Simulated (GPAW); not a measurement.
# Li K-edge XANES of BaLiF3 (Pm-3m)

What does one-electron theory with a core hole give for the Li K edge of BaLiF3 (Pm-3m)?

Program: GPAW 26.7.0. Level of theory: X-ray absorption from dipole matrix elements to empty bands, plane-wave PAW LDA. Results are calculated unless marked as measured.

Most raw output is cut from this account.

## Step 1: Starting point

The structure is cubic, space group Pm-3m (No. 221). The conventional cell has a = 3.989 Å, b = 3.989 Å, c = 3.989 Å, α = 90.00°, β = 90.00°, γ = 90.00°. Nearest to Ba lie 12 F at 2.82 Å. Nearest to F lie 2 Li at 1.99 Å and 4 Ba at 2.82 Å. Nearest to Li lie 6 F at 1.99 Å. Farther neighbours and most contacts between anions are not listed.

Coordinates:

```
Ba F Li
1.0
     3.98858    0.00000    0.00000
     0.00000    3.98858    0.00000
     0.00000    0.00000    3.98858
Ba F Li
1 3 1
Direct
  0.00000 0.00000 0.00000
  0.50000 0.00000 0.50000
  0.50000 0.50000 0.00000
  0.00000 0.50000 0.50000
  0.50000 0.50000 0.50000
```

## Step 2: Ground state of the crystal

The ground state comes first: it tells whether the system has a gap, which decides how the excited electron is treated.

Contents of scf.py:

```python
import numpy as np
from ase import Atoms
from ase.parallel import parprint, paropen
from gpaw import GPAW, PW, FermiDirac, Mixer, MixerDif, setup_paths
from gpaw.test import gen
setup_paths.insert(0, '.')
gen('Li', name='nch1s', xcname='LDA', corehole=(1, 0, 0), write_xml=True)
from gpaw.mpi import world
world.barrier()

atoms = Atoms('BaF3Li',
    cell=[[3.98858164, 0, 0],
     [0, 3.98858164, 0],
     [0, 0, 3.98858164]],
    scaled_positions=[[0, 0, 0],
     [0.5, 0, 0.5],
     [0.5, 0.5, 0],
     [0, 0.5, 0.5],
     [0.5, 0.5, 0.5]],
    pbc=True)
atoms.calc = calc = GPAW(legacy_gpaw=True, mode=PW(500, force_complex_dtype=True), xc='LDA', setups={4: 'nch1s'},
    kpts={'size': (6, 6, 6), 'gamma': True}, occupations=FermiDirac(0.05),
    charge=0, mixer=Mixer(0.1, 5, 50), maxiter=150,
    convergence={'density': 0.0001, 'eigenstates': 1e-6}, txt='scf.txt')
energy = atoms.get_potential_energy() + calc.get_reference_energy()
ef = calc.get_fermi_level()
out = dict(energy=energy, fermi=ef, forces=atoms.get_forces().tolist())
parprint(f'all-electron energy {energy:.4f} eV, Fermi level {ef:.4f} eV')
ev = np.array([[calc.get_eigenvalues(k, s) for k in range(len(calc.get_ibz_k_points()))] for s in range(calc.get_number_of_spins())])
out['homo'], out['lumo'], out['counts'] = ev[ev < ef].max(), ev[ev > ef].min(), sorted(set((ev < ef).sum((0, 2)).tolist()))
out['filled'] = (ev[:, 0] < ef).sum(1).tolist()
import json
with paropen('out.json', 'w') as f:
    json.dump(out, f)
```

Started as:

```bash
OMP_NUM_THREADS=1 mpirun -n 2 gpaw python scf.py
```

Elapsed: 6.6 s, on 2 MPI ranks of Arm Neoverse V2, shared host; peak memory 0.18 GiB.

The mesh shows a gap of 6.51 eV, so the hole is first treated in a charged cell, without the excited electron.

## Step 3: Spectrum without a core hole, Li atom 5

This cheap baseline ignores the attraction of the hole: it shows the absorber's empty states as they are in the ground state. The data set with a hole of occupation 0 only carries the core orbital.

The absorber has 6 F at 1.99 Å (octahedral, site symmetry m-3m).

Contents of xas.py:

```python
import numpy as np
from ase import Atoms
from ase.parallel import parprint, paropen
from gpaw import GPAW, PW, FermiDirac, Mixer, MixerDif, setup_paths
from gpaw.test import gen
setup_paths.insert(0, '.')
gen('Li', name='nch1s', xcname='LDA', corehole=(1, 0, 0), write_xml=True)
from gpaw.mpi import world
world.barrier()

atoms = Atoms('BaF3Li',
    cell=[[3.98858164, 0, 0],
     [0, 3.98858164, 0],
     [0, 0, 3.98858164]],
    scaled_positions=[[0, 0, 0],
     [0.5, 0, 0.5],
     [0.5, 0.5, 0],
     [0, 0.5, 0.5],
     [0.5, 0.5, 0.5]],
    pbc=True)
atoms.calc = calc = GPAW(legacy_gpaw=True, mode=PW(500, force_complex_dtype=True), xc='LDA', setups={4: 'nch1s'},
    kpts={'size': (6, 6, 6), 'gamma': True}, occupations=FermiDirac(0.02),
    charge=0, mixer=Mixer(0.1, 5, 50), maxiter=150,
    convergence={'density': 0.0001, 'eigenstates': 1e-6}, txt='scf.txt')
energy = atoms.get_potential_energy() + calc.get_reference_energy()
ef = calc.get_fermi_level()
out = dict(energy=energy, fermi=ef, forces=atoms.get_forces().tolist())
parprint(f'all-electron energy {energy:.4f} eV, Fermi level {ef:.4f} eV')
ev = np.array([[calc.get_eigenvalues(k, s) for k in range(len(calc.get_ibz_k_points()))] for s in range(calc.get_number_of_spins())])
out['homo'], out['lumo'], out['counts'] = ev[ev < ef].max(), ev[ev > ef].min(), sorted(set((ev < ef).sum((0, 2)).tolist()))
out['filled'] = (ev[:, 0] < ef).sum(1).tolist()

from ase.units import Ha
from gpaw.xas import dipole_matrix_elements
nb = int(calc.get_number_of_electrons() / 2) + 41
top, nb = nb, nb + 8 + nb // 12
nscf = calc.fixed_density(kpts={'size': (6, 6, 6), 'gamma': True}, nbands=nb,
    convergence={'bands': top, 'eigenstates': 1e-5}, maxiter=60, txt='nscf.txt')
cell = atoms.cell.array
ops = [cell.T @ U.T @ np.linalg.inv(cell.T) for U in nscf.wfs.kd.symmetry.op_scc]
filled = [16]  # bands filled in the ground state, by spin
E = np.arange(-25, 34, 0.1)
fwhm = np.interp(E, [4, 25], [0.9, 3.5])
Y, X, zero, highest = 0, 0, 1e9, 1e9
for spin in range(nscf.get_number_of_spins()):
    wfs = nscf.wfs
    A = dipole_matrix_elements(wfs.setups[4])
    eps = np.zeros((wfs.kd.nibzkpts, nb))
    d = np.zeros((3, A.shape[1], wfs.kd.nibzkpts, nb), complex)
    for kpt in wfs.kpt_u:
        if kpt.s == spin and 4 in kpt.P_ani:
            eps[kpt.k] = kpt.eps_n * Ha
            d[:, :, kpt.k] = (kpt.weight * wfs.nspins / 2) ** 0.5 * np.inner(A, kpt.P_ani[4])
    world.sum(eps)
    world.sum(d)
    T = np.einsum('amkn,bmkn->abkn', d, d.conj()).real
    T = sum(np.einsum('ai,ijkn,bj->abkn', R, T, R) for R in ops) / len(ops)
    empty = np.ones_like(eps, bool) & (np.arange(nb) >= filled[spin])
    zero, highest = min(zero, eps[empty].min()), min(highest, eps[:, top - 1].min())
    lines = [(eps, T, empty)] if spin == 0 else lines + [(eps, T, empty)]
for eps, T, empty in lines:
    f = np.einsum('aakn->akn', T).reshape(3, -1)
    x = eps.ravel() - zero
    w = np.interp(x, E, fwhm) / 2.35482
    g = np.exp(-0.5 * ((E[:, None] - x) / w) ** 2) / (w * (2 * np.pi) ** 0.5)
    Y = Y + (f * empty.ravel()) @ g.T
    X = X + (f * ~empty.ravel()) @ g.T
out.update(E=E.round(2).tolist(), xas=Y.tolist(), xes=X.tolist(), zero=zero, valid=highest - zero, nk=len(eps), nb=nb)
for i in range(0, len(E), 10):
    parprint(f'{E[i]:7.2f}', *(f'{v:10.3e}' for v in Y[:, i]))
import json
with paropen('out.json', 'w') as f:
    json.dump(out, f)
```

Started as:

```bash
OMP_NUM_THREADS=1 mpirun -n 2 gpaw python xas.py
```

Run time: 19 s. Hardware: 2 MPI ranks; peak memory 0.23 GiB.

The Li K spectrum, Li atom 5, no core hole (energy from the lowest empty level; intensity scaled to a mean of 1 over the first 20 eV):

```
E (eV)  intensity
  -2.0       0.00
  -1.5       0.00
  -1.0       0.00
  -0.5       0.00
   0.0       0.00
   0.5       0.00
   1.0       0.01
   1.5       0.07
   2.0       0.19
   2.5       0.21
   3.0       0.20
   3.5       0.21
   4.0       0.15
   4.5       0.13
   5.0       0.13
   5.5       0.14
   6.0       0.26
   6.5       0.52
   7.0       0.80
   7.5       1.11
   8.0       1.67
   8.5       2.36
   9.0       2.78
   9.5       2.86
  10.0       2.69
  10.5       2.37
  11.0       1.97
  11.5       1.57
  12.0       1.26
  12.5       1.14
  13.0       1.21
  13.5       1.32
  14.0       1.34
  14.5       1.20
  15.0       1.01
  15.5       0.91
  16.0       0.95
  16.5       1.06
  17.0       1.12
  17.5       1.09
  18.0       1.00
  18.5       0.90
  19.0       0.82
  19.5       0.77
  20.0       0.72
  20.5       0.67
  21.0       0.64
  21.5       0.61
  22.0       0.58
  22.5       0.55
  23.0       0.51
  23.5       0.47
  24.0       0.44
  24.5       0.42
  25.0       0.41
  25.5       0.40
  26.0       0.40
  26.5       0.38
  27.0       0.36
  27.5       0.35
  28.0       0.33
  28.5       0.33
  29.0       0.32
  29.5       0.32
  30.0       0.32
  30.5       0.32
  31.0       0.32
```

Main maxima below 24 eV (height): 2.3 eV (0.22), 9.4 eV (2.87), 13.8 eV (1.35) and 17.1 eV (1.12). A K edge sees empty p states on the absorber.

The same matrix elements for filled bands give the Li K emission of Li atom 5 (ground-state approximation; energy from the lowest empty level, largest value 1):

```
E (eV)  emission
-24.00      0.00
-23.25      0.00
-22.50      0.00
-21.75      0.00
-21.00      0.00
-20.25      0.00
-19.50      0.00
-18.75      0.00
-18.00      0.00
-17.25      0.00
-16.50      0.00
-15.75      0.00
-15.00      0.01
-14.25      0.00
-13.50      0.00
-12.75      0.00
-12.00      0.00
-11.25      0.00
-10.50      0.00
 -9.75      0.04
 -9.00      0.62
 -8.25      0.93
 -7.50      0.56
 -6.75      0.37
 -6.00      0.04
 -5.25      0.00
 -4.50      0.00
 -3.75      0.00
 -3.00      0.00
 -2.25      0.00
 -1.50      0.00
 -0.75      0.00
  0.00      0.00
  0.75      0.00
  1.50      0.00
  2.25      0.00
  3.00      0.00
```

Emission maxima: -8.4 eV (1.00).

## Step 4: Supercell without a hole, the energy reference

The photon energy needs a difference of total energies, so the cell and mesh of the coming hole run are first run without a hole.

Changes to scf.py since step 2:

```diff
@@ -10,14 +10,19 @@
 
-atoms = Atoms('BaF3Li',
-    cell=[[3.98858164, 0, 0],
-     [0, 3.98858164, 0],
-     [0, 0, 3.98858164]],
+atoms = Atoms('Ba2F6Li2',
+    cell=[[3.98858164, 0, 3.98858164],
+     [0, 3.98858164, 3.98858164],
+     [-3.98858164, 0, 3.98858164]],
     scaled_positions=[[0, 0, 0],
      [0.5, 0, 0.5],
+     [0.5, 0, 0],
+     [0, 0, 0.5],
+     [0, 0.5, 0.5],
      [0.5, 0.5, 0],
-     [0, 0.5, 0.5],
-     [0.5, 0.5, 0.5]],
+     [0, 0.5, 0],
+     [0.5, 0.5, 0.5],
+     [0.25, 0.5, 0.75],
+     [0.75, 0.5, 0.25]],
     pbc=True)
-atoms.calc = calc = GPAW(legacy_gpaw=True, mode=PW(500, force_complex_dtype=True), xc='LDA', setups={4: 'nch1s'},
-    kpts={'size': (6, 6, 6), 'gamma': True}, occupations=FermiDirac(0.05),
+atoms.calc = calc = GPAW(legacy_gpaw=True, mode=PW(500, force_complex_dtype=True), xc='LDA', setups={8: 'nch1s'},
+    kpts={'size': (5, 5, 5), 'gamma': True}, occupations=FermiDirac(0.02),
     charge=0, mixer=Mixer(0.1, 5, 50), maxiter=150,
```

Started as:

```bash
OMP_NUM_THREADS=1 mpirun -n 2 gpaw python scf.py
```

Run time: 14 s. Hardware: 2 MPI ranks; peak memory 0.24 GiB.

Reference energy: -458865.939 eV with the cores included.

## Step 5: Spectrum with FCH, Li atom 5

The holes are 5.6 Å apart. In GPAW the data set carries the hole's charge, so charge=0 means a charged cell and charge=-1 a neutral one. The excited electron is left out and a uniform background balances the charge. After the field has converged, empty bands are computed with the density fixed and the dipole matrix elements are summed.

Changes to xas.py since step 3:

```diff
@@ -6,3 +6,3 @@
 setup_paths.insert(0, '.')
-gen('Li', name='nch1s', xcname='LDA', corehole=(1, 0, 0), write_xml=True)
+gen('Li', name='fch1s', xcname='LDA', corehole=(1, 0, 1), write_xml=True)
 from gpaw.mpi import world
@@ -10,14 +10,19 @@
 
-atoms = Atoms('BaF3Li',
-    cell=[[3.98858164, 0, 0],
-     [0, 3.98858164, 0],
-     [0, 0, 3.98858164]],
+atoms = Atoms('Ba2F6Li2',
+    cell=[[3.98858164, 0, 3.98858164],
+     [0, 3.98858164, 3.98858164],
+     [-3.98858164, 0, 3.98858164]],
     scaled_positions=[[0, 0, 0],
      [0.5, 0, 0.5],
+     [0.5, 0, 0],
+     [0, 0, 0.5],
+     [0, 0.5, 0.5],
      [0.5, 0.5, 0],
-     [0, 0.5, 0.5],
-     [0.5, 0.5, 0.5]],
+     [0, 0.5, 0],
+     [0.5, 0.5, 0.5],
+     [0.25, 0.5, 0.75],
+     [0.75, 0.5, 0.25]],
     pbc=True)
-atoms.calc = calc = GPAW(legacy_gpaw=True, mode=PW(500, force_complex_dtype=True), xc='LDA', setups={4: 'nch1s'},
-    kpts={'size': (6, 6, 6), 'gamma': True}, occupations=FermiDirac(0.02),
+atoms.calc = calc = GPAW(legacy_gpaw=True, mode=PW(500, force_complex_dtype=True), xc='LDA', setups={8: 'fch1s'},
+    kpts={'size': (5, 5, 5), 'gamma': True}, occupations=FermiDirac(0.02),
     charge=0, mixer=Mixer(0.1, 5, 50), maxiter=150,
@@ -34,3 +39,3 @@
 from gpaw.xas import dipole_matrix_elements
-nb = int(calc.get_number_of_electrons() / 2) + 41
+nb = int(calc.get_number_of_electrons() / 2) + 79
 top, nb = nb, nb + 8 + nb // 12
@@ -40,4 +45,4 @@
 ops = [cell.T @ U.T @ np.linalg.inv(cell.T) for U in nscf.wfs.kd.symmetry.op_scc]
-filled = [16]  # bands filled in the ground state, by spin
-E = np.arange(-25, 34, 0.1)
+filled = [32]  # bands filled in the ground state, by spin
+E = np.arange(-6, 34, 0.1)
 fwhm = np.interp(E, [4, 25], [0.9, 3.5])
@@ -46,3 +51,3 @@
     wfs = nscf.wfs
-    A = dipole_matrix_elements(wfs.setups[4])
+    A = dipole_matrix_elements(wfs.setups[8])
     eps = np.zeros((wfs.kd.nibzkpts, nb))
@@ -50,5 +55,5 @@
     for kpt in wfs.kpt_u:
-        if kpt.s == spin and 4 in kpt.P_ani:
+        if kpt.s == spin and 8 in kpt.P_ani:
             eps[kpt.k] = kpt.eps_n * Ha
-            d[:, :, kpt.k] = (kpt.weight * wfs.nspins / 2) ** 0.5 * np.inner(A, kpt.P_ani[4])
+            d[:, :, kpt.k] = (kpt.weight * wfs.nspins / 2) ** 0.5 * np.inner(A, kpt.P_ani[8])
     world.sum(eps)
```

Started as:

```bash
OMP_NUM_THREADS=1 mpirun -n 2 gpaw python xas.py
```

The job ended after 73 s (2 MPI ranks; peak memory 0.34 GiB).

The Li K spectrum, Li atom 5, full core hole (charged cell) (energy from the lowest empty level; intensity scaled to a mean of 1 over the first 20 eV):

```
E (eV)  intensity
  -2.0       0.00
  -1.5       0.00
  -1.0       0.00
  -0.5       0.00
   0.0       0.00
   0.5       0.06
   1.0       0.30
   1.5       0.77
   2.0       1.31
   2.5       1.47
   3.0       1.58
   3.5       1.79
   4.0       1.65
   4.5       1.92
   5.0       4.39
   5.5       6.11
   6.0       4.18
   6.5       1.65
   7.0       0.72
   7.5       0.46
   8.0       0.38
   8.5       0.45
   9.0       0.60
   9.5       0.63
  10.0       0.51
  10.5       0.37
  11.0       0.36
  11.5       0.44
  12.0       0.53
  12.5       0.56
  13.0       0.54
  13.5       0.49
  14.0       0.44
  14.5       0.45
  15.0       0.50
  15.5       0.55
  16.0       0.57
  16.5       0.54
  17.0       0.48
  17.5       0.44
  18.0       0.40
  18.5       0.38
  19.0       0.37
  19.5       0.35
  20.0       0.34
  20.5       0.32
  21.0       0.32
  21.5       0.31
  22.0       0.31
  22.5       0.30
  23.0       0.30
  23.5       0.30
  24.0       0.29
  24.5       0.29
  25.0       0.29
  25.5       0.28
  26.0       0.28
  26.5       0.28
  27.0       0.28
  27.5       0.29
  28.0       0.30
  28.5       0.30
  29.0       0.31
  29.5       0.31
  30.0       0.31
```

Main maxima below 24 eV (height): 3.6 eV (1.79), 5.5 eV (6.11), 9.3 eV (0.64), 12.6 eV (0.56) and 15.9 eV (0.57). 

The hole costs E(hole) − E(ground) = 49.18 eV, and the lowest empty level of the hole cell on the spectrum's mesh lies at 10.02 eV, which puts the zero at 59.20 eV. One term is added: -3.34 eV, since the hole is spin-paired here and a spin-polarised one costs that much less in the free atom (computed apart). The photon energy is then 55.86 eV. The tabulated edge of the element is 54.7 eV. The functional and the charged cell's background leave an error in such absolute values: in the free atom LDA prices this hole 1.0 eV below PBE (computed apart), and PBE is itself good to a few eV.

## Step 6: Excitation energy, Li atom 5

With the excited electron kept in the cell the system stays neutral, and the energy difference is an excitation energy by itself. In a small cell that electron takes up a good share of the lowest empty band, or all of one, which shifts the value from the true onset.

Changed against the first core-hole run: core hole to XCH, with the smearing that suits a partly filled band.

Changes to scf.py since step 4:

```diff
@@ -6,3 +6,3 @@
 setup_paths.insert(0, '.')
-gen('Li', name='nch1s', xcname='LDA', corehole=(1, 0, 0), write_xml=True)
+gen('Li', name='fch1s', xcname='LDA', corehole=(1, 0, 1), write_xml=True)
 from gpaw.mpi import world
@@ -25,5 +25,5 @@
     pbc=True)
-atoms.calc = calc = GPAW(legacy_gpaw=True, mode=PW(500, force_complex_dtype=True), xc='LDA', setups={8: 'nch1s'},
-    kpts={'size': (5, 5, 5), 'gamma': True}, occupations=FermiDirac(0.02),
-    charge=0, mixer=Mixer(0.1, 5, 50), maxiter=150,
+atoms.calc = calc = GPAW(legacy_gpaw=True, mode=PW(500, force_complex_dtype=True), xc='LDA', setups={8: 'fch1s'},
+    kpts={'size': (5, 5, 5), 'gamma': True}, occupations=FermiDirac(0.04),
+    charge=-1, mixer=Mixer(0.1, 5, 50), maxiter=150,
     convergence={'density': 0.0001, 'eigenstates': 1e-6}, txt='scf.txt')
```

Started as:

```bash
OMP_NUM_THREADS=1 mpirun -n 2 gpaw python scf.py
```

Elapsed: 29 s, on 2 MPI ranks; peak memory 0.24 GiB.

The total-energy difference is 59.90 eV. With the free-atom term of -3.34 eV for this edge, the photon energy is 56.56 eV.

## Step 7: What the core hole does

Both curves are counted from their own zero, so only the shift of weight within the empty states shows.

```
E (eV)  no hole   FCH
  -2.0     0.00  0.00
  -1.0     0.00  0.00
   0.0     0.00  0.00
   1.0     0.01  0.30
   2.0     0.19  1.31
   3.0     0.20  1.58
   4.0     0.15  1.65
   5.0     0.13  4.39
   6.0     0.26  4.18
   7.0     0.80  0.72
   8.0     1.67  0.38
   9.0     2.78  0.60
  10.0     2.69  0.51
  11.0     1.97  0.36
  12.0     1.26  0.53
  13.0     1.21  0.54
  14.0     1.34  0.44
  15.0     1.01  0.50
  16.0     0.95  0.57
  17.0     1.12  0.48
  18.0     1.00  0.40
  19.0     0.82  0.37
  20.0     0.72  0.34
  21.0     0.64  0.32
  22.0     0.58  0.31
  23.0     0.51  0.30
  24.0     0.44  0.29
  25.0     0.41  0.29
  26.0     0.40  0.28
  27.0     0.36  0.28
  28.0     0.33  0.30
  29.0     0.32  0.31
  30.0     0.32  0.31
```

With each curve scaled to its own mean, the area from −2 to 6 eV with the hole is 11.8 against 0.8, and the centre of weight from −1 to 20 eV moves by -4.5 eV: the hole pulls the absorber's empty states down.

## Step 8: Results

```yaml
absorber_and_edge: Li K, atom 5 of the ground-state input (counted from 1)
surroundings: 6 F at 1.99 Å (octahedral, site symmetry m-3m)
highest_intensity_below_16_ev: 5.5 eV above the zero, height 6.11
photon_energy_of_the_zero_with_the_added_terms: 55.9 eV (raw 59.2 eV; LDA puts this hole about 1 eV below PBE, itself good to a few eV)
```

What this shows: The Li K edge of atom 5, with 6 F at 1.99 Å (octahedral, site symmetry m-3m), has its highest intensity of the first 16 eV at 5.5 eV above the zero, near 61 eV in photon energy (LDA puts this hole about 1 eV below PBE, itself good to a few eV), 6.1 times the mean level of the first 20 eV (Gaussian full width 0.9 eV up to 4 eV, rising linearly to 3.5 eV at 25 eV). With each curve scaled to its own mean, the area from −2 to 6 eV with the hole is 11.8 against 0.8, and the centre of weight from −1 to 20 eV moves by -4.5 eV: the hole pulls the absorber's empty states down. The neutral-cell energy lies +0.7 eV from the charged-cell zero, a gap made of the charged-cell error and of where the added electron settles. The holes are only 5.6 Å apart, so the shape is probably not converged with cell size; no larger cell was run here. The mesh is coarse (0.26 Å⁻¹ between points), so small maxima may be mesh ripples. The structure is a computed Materials Project entry and may be a hypothetical form.

[Logs are printed without paths, hosts, clocks, repeated set-up lines and the standing remarks that a program may print on its own settings, such as how far it seeks lower states.]

[Hosts, paths, dates, database ids (printed as entryN), source tags and the programs' standing remarks are cut or masked in the printed files.]

[Lists of maxima count a maximum above −3 eV only where it reaches 4 % of the highest in the window and stands out from its surroundings by 2 % of it (1.5 % where it reaches 55 %); shoulders and weaker maxima are passed over, and of the rest the first, up to two pre-edge ones and the few strongest are named.]
